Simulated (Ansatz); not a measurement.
# Changed inputs in constrained RPA: CsPdCl3 (Pm-3m)

Wanted: the sensitivity and cost of U and J for CsPdCl3 (Pm-3m).

Calculated with Ansatz 0.2.0; constrained RPA on LDA, plane waves, PAW.

Report form: the programs' logs are mostly left out.

## Step 1: Starting point

The structure is cubic, space group Pm-3m (No. 221). Conventional cell: a = 5.063 Å, b = 5.063 Å, c = 5.063 Å, α = 90.00°, β = 90.00°, γ = 90.00°. Nearest to Cs lie 12 Cl at 3.58 Å. Nearest to Pd lie 6 Cl at 2.53 Å. Nearest to Cl lie 2 Pd at 2.53 Å and 4 Cs at 3.58 Å. Farther neighbours and most contacts between anions are not listed.

The cell and positions are those that the Materials Project relaxed with its own functionals (PBE, PBE+U or r2SCAN), kept fixed. Spin-orbit coupling is left out unless a step names it. The default PAW set here is soft_2. Its files were made with PBE.

## Step 2: Base: Pd d + anion p, bands v13 to c1, 4×4×4 mesh, medium accuracy

Constrained RPA screens the interaction with every transition except those inside the target bands, which a later many-body model would treat itself.

Contents of input.yaml:

```yaml
crystal:
  lattice:
    - [0.0, 0.0, -5.063224]
    - [0.0, -5.063224, 0.0]
    - [-5.063224, 0.0, 0.0]
  atoms:
    - { symbol: Cs, position: [0.5, 0.5, 0.5] }
    - { symbol: Pd, position: [0.0, 0.0, 0.0] }
    - { symbol: Cl, position: [0.0, 0.0, 0.5] }
    - { symbol: Cl, position: [0.5, 0.0, 0.0] }
    - { symbol: Cl, position: [0.0, 0.5, 0.0] }
kpoints:
  mp_grid: { grid: [4, 4, 4] }
hamiltonian:
  xc: lda
scf:
  occupations: { method: gaussian, width: 0.08 }
  n_extra_bands: 19
  max_iter: 150
output:
  crpa:
    kmesh: [4, 4, 4]
    target_bands: [v13, c1]
    projections: [{ species: Pd, l: d, shell: 4 }, { species: Cl, l: p, shell: 3 }]
  local_orbitals:
    kmesh: [8, 8, 8]
    orbitals: [{ species: Pd, l: d, shell: 4 }, { species: Cl, l: p, shell: 3 }]
    window: { bands: [v13, c1] }
    seedname: lo
```

Command:

```
$ ansatz run input.yaml --threads 4 --pin off --max-ram 9216MiB --backend cpu --events-out ev --progress --plain --runs-dir out
```

Run time: 8.8 min. Hardware: 4 threads of Arm Neoverse V2, shared host; peak memory 1.1 GiB; 34 min of CPU time.

This step gave:

| Property | Result |
| --- | --- |
| U | 6.698 eV |
| U prime (inter-orbital) | 5.661 eV |
| J | 0.5150 eV |
| bare V | 17.65 eV |
| bare J | 0.6692 eV |
| stated bound on U | 0.008320 eV |
| U over bare V | 0.3794 |
| electrons in the window | 26.00 |
| head of the constrained inverse dielectric matrix | 0.3453 |
| least eigenvalue of the projection's overlap | 0.8494 |
| target functions | 14 |
| bands in the sums | 50 |
| r.m.s. miss of the model bands | 2.98e-5 eV |
| width of the target bands | 7.446 eV |
| weight of the projected orbitals in the window | 0.9631 |

On the Pd d shell, screening brings the on-site interaction from 17.7 eV down to U = 6.70 eV.

## Step 3: Changed: 2×2×2 mesh

input.yaml, the sections that differ from step 2:

```yaml
output:
  crpa:
    kmesh: [2, 2, 2]
    target_bands: [v13, c1]
    projections: [{ species: Pd, l: d, shell: 4 }, { species: Cl, l: p, shell: 3 }]
# crystal, kpoints, hamiltonian, scf: as in step 2
```

The job ended after 38 s (4 threads; peak memory 0.88 GiB).

Numbers from this step:

```
U                                                 : 6.790 eV
U prime (inter-orbital)                           : 5.751 eV
J                                                 : 0.5158 eV
bare V                                            : 17.71 eV
bare J                                            : 0.6698 eV
stated bound on U                                 : 0.007541 eV
U over bare V                                     : 0.3834
electrons in the window                           : 26.00
head of the constrained inverse dielectric matrix : 0.3325
least eigenvalue of the projection's overlap      : 0.8494
target functions                                  : 14
bands in the sums                                 : 50
width of the target bands                         : 7.446 eV
weight of the projected orbitals in the window    : 0.9631
```

On the Pd d shell, screening brings the on-site interaction from 17.7 eV down to U = 6.79 eV.

## Step 4: Changed: volume -6 %

The cell differs from the one that the last finished run ended in (a 5.063 → 4.960 Å, b 5.063 → 4.960 Å, c 5.063 → 4.960 Å).

Edit input.yaml of step 3 so:

```diff
@@ -2,5 +2,5 @@
   lattice:
-    - [0.0, 0.0, -5.063224]
-    - [0.0, -5.063224, 0.0]
-    - [-5.063224, 0.0, 0.0]
+    - [0.0, 0.0, -4.9598638957]
+    - [0.0, -4.9598638957, 0.0]
+    - [-4.9598638957, 0.0, 0.0]
   atoms:
@@ -21,4 +21,9 @@
   crpa:
-    kmesh: [2, 2, 2]
+    kmesh: [4, 4, 4]
     target_bands: [v13, c1]
     projections: [{ species: Pd, l: d, shell: 4 }, { species: Cl, l: p, shell: 3 }]
+  local_orbitals:
+    kmesh: [8, 8, 8]
+    orbitals: [{ species: Pd, l: d, shell: 4 }, { species: Cl, l: p, shell: 3 }]
+    window: { bands: [v13, c1] }
+    seedname: lo
```

Run time: 8.4 min. Hardware: 4 threads; peak memory 1 GiB; 33 min of CPU time.

This step gave:

* U: 6.542 eV
* U prime (inter-orbital): 5.512 eV
* J: 0.5109 eV
* bare V: 17.56 eV
* bare J: 0.6646 eV
* stated bound on U: 0.007407 eV
* U over bare V: 0.3724
* electrons in the window: 26.00
* head of the constrained inverse dielectric matrix: 0.3335
* least eigenvalue of the projection's overlap: 0.8028
* target functions: 14
* bands in the sums: 50
* r.m.s. miss of the model bands: 8.28e-5 eV
* width of the target bands: 8.085 eV
* weight of the projected orbitals in the window: 0.9562

On the Pd d shell, screening brings the on-site interaction from 17.6 eV down to U = 6.54 eV.

## Step 5: Changed: r2SCAN

This step: constrained RPA on r2SCAN, plane waves, PAW.

Contents of input.yaml:

```yaml
crystal:
  lattice:
    - [0.0, 0.0, -5.063224]
    - [0.0, -5.063224, 0.0]
    - [-5.063224, 0.0, 0.0]
  atoms:
    - { symbol: Cs, position: [0.5, 0.5, 0.5] }
    - { symbol: Pd, position: [0.0, 0.0, 0.0] }
    - { symbol: Cl, position: [0.0, 0.0, 0.5] }
    - { symbol: Cl, position: [0.5, 0.0, 0.0] }
    - { symbol: Cl, position: [0.0, 0.5, 0.0] }
kpoints:
  mp_grid: { grid: [4, 4, 4] }
hamiltonian:
  xc: r2scan
scf:
  occupations: { method: gaussian, width: 0.08 }
  n_extra_bands: 19
  max_iter: 150
output:
  crpa:
    kmesh: [4, 4, 4]
    target_bands: [v13, c1]
    projections: [{ species: Pd, l: d, shell: 4 }, { species: Cl, l: p, shell: 3 }]
```

Run time: 12 min. Hardware: 4 threads; peak memory 1.4 GiB.

Numbers from this step:

- U: 7.375 eV
- U prime (inter-orbital): 6.309 eV
- J: 0.5315 eV
- bare V: 17.92 eV
- bare J: 0.6842 eV
- stated bound on U: 0.007682 eV
- U over bare V: 0.4115
- electrons in the window: 26
- head of the constrained inverse dielectric matrix: 0.3838
- least eigenvalue of the projection's overlap: 0.8621
- target functions: 14
- bands in the sums: 50
- width of the target bands: 7.584 eV
- weight of the projected orbitals in the window: 0.9670

On the Pd d shell, screening brings the on-site interaction from 17.9 eV down to U = 7.37 eV.

## Step 6: Side by side

Times are wall times on 4 threads of Arm Neoverse V2, shared host, good to a factor of about two.

| run | bare V (eV) | U (eV) | J (eV) | bound on U (eV) | width (eV) | time |
| --- | --- | --- | --- | --- | --- | --- |
| target window | 17.65 | 6.698 | 0.515 | 0.0083 | 7.45 | 8.8 min |
| 2×2×2 mesh | 17.71 | 6.790 | 0.516 | 0.0075 | 7.45 | 38 s |
| volume -6 % | 17.56 | 6.542 | 0.511 | 0.0074 | 8.09 | 8.4 min |
| r2SCAN | 17.92 | 7.375 | 0.531 | 0.0077 | 7.58 | 12 min |

## Step 7: Results

| Item | Value |
| --- | --- |
| target window | U 6.70 eV, J 0.52 eV |
| 2×2×2 mesh | U 6.79 eV, J 0.52 eV |
| volume -6 % | U 6.54 eV, J 0.51 eV |
| r2SCAN | U 7.37 eV, J 0.53 eV |

What this shows: 2×2×2 mesh moves U by +0.09 eV at 0.071 times the time. Volume -6 % moves U by −0.16 eV. r2SCAN moves U by +0.68 eV. The printed bound covers the solver alone, not the mesh, and no denser mesh than the base was run. The parent state is non-magnetic and the interaction static (zero frequency); U depends on the window and the orbitals, so it belongs to this model alone. A window that holds the anion p bands defines a model with explicit ligands; its U belongs to that model and is not the U of DFT+U.

[Paths, hosts, dates, memory and timing lines, banners, echoed tables and standing remarks are left out of the program output.]

[Logs are printed without paths, hosts, clocks, repeated set-up lines and the standing remarks that a program may print on its own settings, such as how far it seeks lower states.]

[Runs of the session that timed out or met a known fault of the program may be left out.]

[Hosts, paths, dates, database ids (printed as entryN), source tags and the programs' standing remarks are cut or masked in the printed files.]
